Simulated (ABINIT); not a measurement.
**Quasiparticle gap of BaH2 (P6_3/mmc) in ABINIT**

Aim: the G0W0 gap of BaH2 (P6_3/mmc) on PBEsol with spin-orbit coupling, step by step.

Calculated with ABINIT 10.8.3; PBEsol and many-body steps on it, plane waves.

**1. Set-up**

The structure is hexagonal, space group P6_3/mmc (No. 194). Conventional cell: a = 4.462 Å, b = 4.462 Å, c = 6.055 Å, α = 90.00°, β = 90.00°, γ = 120.00°. Nearest to Ba lie 11 H at 2.58 to 3.03 Å. Nearest to H lie 5 Ba at 2.58 to 3.03 Å and 6 H at 2.99 Å. Nearest to H lie 6 Ba at 2.99 Å and 8 H at 2.99 to 3.03 Å. Farther neighbours are not listed.

Coordinates:

```cif
data_structure
_symmetry_space_group_name_H-M 'P 1'
_symmetry_Int_Tables_number 1
_cell_length_a 4.4620
_cell_length_b 4.4620
_cell_length_c 6.0553
_cell_angle_alpha 90.000
_cell_angle_beta 90.000
_cell_angle_gamma 120.000
_cell_volume 104.41
loop_
_atom_site_label
_atom_site_type_symbol
_atom_site_fract_x
_atom_site_fract_y
_atom_site_fract_z
_atom_site_occupancy
Ba1 Ba 0.66667 0.33333 0.75000 1
Ba2 Ba 0.33333 0.66667 0.25000 1
H3 H 0.33333 0.66667 0.75000 1
H4 H 0.66667 0.33333 0.25000 1
H5 H 0.00000 0.00000 0.50000 1
H6 H 0.00000 0.00000 0.00000 1
```

The cell and positions are those that the Materials Project relaxed with its own functionals (PBE, PBE+U or r2SCAN), kept fixed.

**2. Ground state**

This step: ABINIT 10.8.3; DFT, PBEsol with spin-orbit coupling, plane waves, norm-conserving pseudopotentials.

The ground-state density comes first.

Input file run.abi:

```
acell 3*1.0 Angstrom
rprim 
  4.462025052349 0.000000000014 0.000000000000
  -2.231012526186 3.864227047650 0.000000000000
  0.000000000000 0.000000000000 6.055292590000
ntypat 2
znucl 56 1
natom 6
typat 1 1 2 2 2 2
xred 
  0.666666666667 0.333333333333 0.750000000000
  0.333333333333 0.666666666667 0.250000000000
  0.333333333333 0.666666666667 0.750000000000
  0.666666666667 0.333333333333 0.250000000000
  -0.000000000000 -0.000000000000 0.500000000000
  -0.000000000000 -0.000000000000 0.000000000000
pp_dirpath "pseudos"
pseudos "Ba.upf, H.upf"
ecut 32
nspinor 2
ngkpt 3 3 4
nshiftk 1
shiftk 0 0 0
kptopt 1
chksymbreak 0
nband 38
occopt 1
tolvrs 1e-10
nstep 60
prtwf 0
optforces 0
optstress 0
indata_prefix "in"
outdata_prefix "out"
tmpdata_prefix "tmp"
```

Launch:

```console
OMP_NUM_THREADS=1 mpirun -n 8 abinit run.abi > log
```

Numbers of over 12 decimals in the logs are rounded to 6 here.

The log of the run:

```text
.Version 10.8.3 of ABINIT. v10.8.2 released Aug 2026.

 Symmetries : space group P6_3/m m c (#194); Bravais hP (primitive hexag.)
================================================================================
 Values of the parameters that define the memory need of the present run
     intxc =       0    ionmov =       0      iscf =       7    lmnmax =      18
     lnmax =      18     mgfft =      60  mpssoang =       5    mqgrid =    3001
     natom =       6  nloc_mem =       1    nspden =       1   nspinor =       2
    nsppol =       1      nsym =      24    n1xccc =    2501    ntypat =       2
    occopt =       1   xclevel =       2
-    mband =          38        mffmem =           1         mkmem =           2
       mpw =        6126          nfft =      121500          nkpt =           9
================================================================================
  Rough estimation (10% accuracy) of disk space for files :
================================================================================

--------------------------------------------------------------------------------
------------- Echo of variables that govern the present computation ------------
--------------------------------------------------------------------------------
 -outvars: echo values of preprocessed input variables --------
            acell      1.8897261259E+00  1.8897261259E+00  1.8897261259E+00 Bohr

      chksymbreak           0
             ecut      3.20000000E+01 Hartree
-          fftalg         312

              ixc     -116133
              kpt      0.00000000E+00  0.00000000E+00  0.00000000E+00
                       3.33333333E-01  0.00000000E+00  0.00000000E+00
                       3.33333333E-01  3.33333333E-01  0.00000000E+00
                       0.00000000E+00  0.00000000E+00  2.50000000E-01
                       3.33333333E-01  0.00000000E+00  2.50000000E-01
                       3.33333333E-01  3.33333333E-01  2.50000000E-01
                       0.00000000E+00  0.00000000E+00  5.00000000E-01
                       3.33333333E-01  0.00000000E+00  5.00000000E-01
                       3.33333333E-01  3.33333333E-01  5.00000000E-01
         kptrlatt        3    0    0      0    3    0      0    0    4
          kptrlen      2.52960159E+01
P           mkmem           2
            natom           6
            nband          38
            ngfft          45      45      60
             nkpt           9
          nspinor           2
            nstep          60
             nsym          24
           ntypat           2
              occ      1.000000  1.000000  1.000000  1.000000  1.000000  1.000000
                       1.000000  1.000000  1.000000  1.000000  1.000000  1.000000
                       1.000000  1.000000  1.000000  1.000000  1.000000  1.000000
                       1.000000  1.000000  1.000000  1.000000  1.000000  1.000000
                       0.000000  0.000000  0.000000  0.000000  0.000000  0.000000
                       0.000000  0.000000  0.000000  0.000000  0.000000  0.000000
                       0.000000  0.000000
        optforces           0
        optstress           0
            prtwf           0
            rprim      4.4620250523E+00  1.4000000000E-11  0.0000000000E+00
                      -2.2310125262E+00  3.8642270477E+00  0.0000000000E+00
                       0.0000000000E+00  0.0000000000E+00  6.0552925900E+00
          spgroup         194

           tolvrs      1.00000000E-10

             xred      6.6666666667E-01  3.3333333333E-01  7.5000000000E-01
[...]
znucl       56.00000    1.00000

================================================================================

 chkinp: Checking input parameters for consistency.

================================================================================
== DATASET  1 ==================================================================
-   mpi_nproc: 8, omp_nthreads: 1 (-1 if OMP is not activated)
-    --> not optimal distribution: autoparal keyword recommended in input file <--

--- !DatasetInfo
iteration_state: {dtset: 1, }
dimensions: {natom: 6, nkpt: 9, mband: 38, nsppol: 1, nspinor: 2, nspden: 1, mpw: 6126, }
cutoff_energies: {ecut:  32.0, pawecutdg:  -1.0, }
electrons: {nelect:   2.40000000E+01, charge:   0.00000000E+00, occopt:   1.00000000E+00, tsmear:   1.00000000E-02, }

 Real(R)+Recip(G) space primitive vectors, cartesian coordinates (Bohr,Bohr^-1):
 R(1)=  8.4320053  0.0000000  0.0000000  G(1)=  0.1185958  0.0684713  0.0000000
 R(2)= -4.2160027  7.3023308  0.0000000  G(2)=  0.0000000  0.1369426  0.0000000
 R(3)=  0.0000000  0.0000000 11.4428446  G(3)=  0.0000000  0.0000000  0.0873909
 Unit cell volume ucvol=  7.0457361E+02 bohr^3
 Angles (23,13,12)=  9.00000000E+01  9.00000000E+01  1.20000000E+02 degrees

 getcut: wavevector=  0.0000  0.0000  0.0000  ngfft=  45  45  60
         ecut(hartree)=     32.000   => boxcut(ratio)=   2.04919

--- Pseudopotential description ------------------------------------------------
- Ba Generated using ONCVPSP code by D. R. Hamann
- 56.00000  10.00000  180509                  znucl, zion, pspdat
12 -116133 2 -1 1936                          pspcod,pspxc,lmax,lloc,mmax
     nproj     2     4     4     0
     spin-orbit psp
        nprojso     4     4     0
  pspatm : epsatm=   26.37453209
         --- l  ekb(1:nproj) -->
[...]
1    4.997391    0.415552    0.012944    0.000505
             2    2.544055    0.418022    0.001453    0.000020
  spin-orbit 1   -0.424250    0.289802    0.063976   -0.006900
  spin-orbit 2    0.050176   -0.043968    0.011082   -0.000563
 pspatm: atomic psp has been read  and splines computed

- H Generated using ONCVPSP code by D. R. Hamann
-  1.00000   1.00000  180509                  znucl, zion, pspdat
12 -116133 1 -1 1180                          pspcod,pspxc,lmax,lloc,mmax
     nproj     2     2     0     0
     spin-orbit psp
        nprojso     2     0     0
  pspatm : epsatm=    0.35588979
         --- l  ekb(1:nproj) -->
[...]
spin-orbit 1    0.000425   -0.000168
 pspatm: atomic psp has been read  and splines computed

   1.30014296E+03                                ecore*ucvol(ha*bohr**3)
--------------------------------------------------------------------------------

_setup2: Arith. and geom. avg. npw (full set) are    6095.417    6095.407

================================================================================

--- !BeginCycle
iteration_state: {dtset: 1, }
solver: {iscf: 7, nstep: 60, nline: 4, wfoptalg: 0, }
tolerances: {tolvrs: 1.00E-10, }

     iter   Etot(hartree)      deltaE(h)  residm     vres2
 ETOT  1  -58.569847101879    -5.857E+01 2.073E-02 2.203E+02
 ETOT  2  -58.624735141680    -5.489E-02 3.131E-03 1.514E+00
 ETOT  3  -58.625114845322    -3.797E-04 2.449E-03 2.016E-01
 ETOT  4  -58.625130193782    -1.535E-05 4.630E-04 4.698E-03
 ETOT  5  -58.625130480502    -2.867E-07 5.820E-04 2.841E-04
 ETOT  6  -58.625130501969    -2.147E-08 5.818E-05 5.622E-06
 ETOT  7  -58.625130502375    -4.058E-10 7.538E-05 5.673E-08
 ETOT  8  -58.625130502379    -4.377E-12 2.031E-05 5.483E-10
 ETOT  9  -58.625130502377     2.387E-12 4.904E-05 7.830E-12

 At SCF step    9       vres2   =  7.83E-12 < tolvrs=  1.00E-10 =>converged.

--- !ResultsGS
iteration_state: {dtset: 1, }
comment   : Summary of ground state results
lattice_vectors:
- [  8.4320053,   0.0000000,   0.0000000, ]
- [ -4.2160027,   7.3023308,   0.0000000, ]
- [  0.0000000,   0.0000000,  11.4428446, ]
lattice_lengths: [   8.43201,    8.43201,   11.44284, ]
lattice_angles: [ 90.000,  90.000, 120.000, ] # degrees, (23, 13, 12)
lattice_volume:   7.0457361E+02
convergence: {deltae:  2.387E-12, res2:  7.830E-12, residm:  4.904E-05, diffor:  0.000E+00, }
etotal    :  -5.86251305E+01
entropy   :   0.00000000E+00
fermie    :   1.52483497E-01
cartesian_stress_tensor: null
pressure_GPa: null
xred      :
- [  6.6667E-01,   3.3333E-01,   7.5000E-01, Ba]
- [  3.3333E-01,   6.6667E-01,   2.5000E-01, Ba]
- [  3.3333E-01,   6.6667E-01,   7.5000E-01,  H]
- [  6.6667E-01,   3.3333E-01,   2.5000E-01,  H]
- [  9.2519E-17,   9.2519E-17,   5.0000E-01,  H]
- [  9.2519E-17,   9.2519E-17,   2.7756E-17,  H]
cartesian_forces: null
force_length_stats: {min: null, max: null, mean: null, }

 Integrated electronic density in atomic spheres:
 ------------------------------------------------
 Atom  Sphere_radius  Integrated_density
[...]
================================================================================

 ----iterations are completed or convergence reached----

 Mean square residual over all n,k,spin=   28.159E-08; max=  49.036E-06
 reduced coordinates (array xred) for    6 atoms
[...]
0.333333333333      0.666666666667      0.250000000000
       0.333333333333      0.666666666667      0.750000000000
       0.666666666667      0.333333333333      0.250000000000
       0.000000000000      0.000000000000      0.500000000000
       0.000000000000      0.000000000000      0.000000000000
 rms dE/dt=  0.0000E+00; max dE/dt=  0.0000E+00; dE/dt below (all hartree)
    1       0.000000000000      0.000000000000      0.000000000000
    2       0.000000000000      0.000000000000      0.000000000000
    3       0.000000000000      0.000000000000      0.000000000000
    4       0.000000000000      0.000000000000      0.000000000000
    5       0.000000000000      0.000000000000      0.000000000000
    6       0.000000000000      0.000000000000      0.000000000000

 cartesian coordinates (angstrom) at end:
    1      2.231013     1.288076     4.541469
    2     -7.67e-12     2.576151     1.513823
    3     -7.67e-12     2.576151     4.541469
    4      2.231013     1.288076     1.513823
    5      0.000000     0.000000     3.027646
    6      0.000000     0.000000     0.000000
 length scales=  1.889726125908  1.889726125908  1.889726125908 bohr
              =  1.000000000000  1.000000000000  1.000000000000 angstroms
 prteigrs : about to open file out_EIG
 Fermi (or HOMO) energy (hartree) =   0.15248   Average Vxc (hartree)=  -0.33168
 Eigenvalues (hartree) for nkpt=   9  k points:
 kpt#   1, nband= 38, wtk=  0.02778, kpt=  0.0000  0.0000  0.0000 (reduced coord)
  -0.84287   -0.84287   -0.83640   -0.83640   -0.35626   -0.35626   -0.33752   -0.33752
  -0.28901   -0.28901   -0.26968   -0.26968   -0.25968   -0.25968   -0.25817   -0.25817
  -0.00737   -0.00737    0.04331    0.04331    0.13384    0.13384    0.15248    0.15248
   0.25078    0.25078    0.25351    0.25351    0.28724    0.28724    0.28765    0.28765
   0.29137    0.29137    0.29155    0.29155    0.31906    0.31906
 prteigrs : prtvol=0 or 1, do not print more k-points.

--- !EnergyTerms
iteration_state     : {dtset: 1, }
comment             : Components of total free energy in Hartree
kinetic             :  1.51069454843093E+01
hartree             :  6.42637482239058E+00
xc                  : -1.46442837867689E+01
Ewald energy        : -4.52642621004392E+01
psp_core            :  1.84529044677413E+00
local_psp           : -2.86741994766602E+01
non_local_psp       :  6.57900410801756E+00
total_energy        : -5.86251305023766E+01
total_energy_eV     : -1.59527106982121E+03
band_energy         : -6.31119311141322E+00

== END DATASET(S) ==============================================================
================================================================================

 -outvars: echo values of variables after computation  --------
           etotal     -5.8625130502E+01
            nband          38
             nkpt           9
          spgroup         194
 [... the other variables as echoed above ...]

 Calculation completed.
```

Wall time 73 s (8 MPI ranks of Intel Xeon Platinum 8259CL at 2.50GHz (Skylake/Cascade Lake), shared host); peak memory 0.82 GiB; 9.7 min of CPU time.

Numbers from this step:

```
total energy               : -1595.2711 eV
gap                        : 1.450 eV
k of the valence top       : 0, 0, 0
k of the conduction bottom : 0.3333, 0.3333, 0.5
least direct gap           : 2.502 eV
```

The gap is indirect, with the least direct gap 1.05 eV higher.

[end of part 1 of 3]

[Paths, hosts, dates, memory and timing lines, banners, echoed tables and standing remarks are left out of the program output.]

[Logs are printed without paths, hosts, clocks, repeated set-up lines and the standing remarks that a program may print on its own settings, such as how far it seeks lower states.]

[Runs of the session that timed out or met a known fault of the program may be left out.]

[Hosts, paths, dates, database ids (printed as entryN), source tags and the programs' standing remarks are cut or masked in the printed files.]

[G0W0 gaps are taken among the corrected bands and points alone; a level outside them can change the order at an edge.]

[Where Ansatz stands beside ABINIT at settings called matched, ABINIT's density can come from a denser mesh and the files from another edition; pairs whose starting gaps differed by over 0.03 eV were left out, so agreement reads better than it is.]
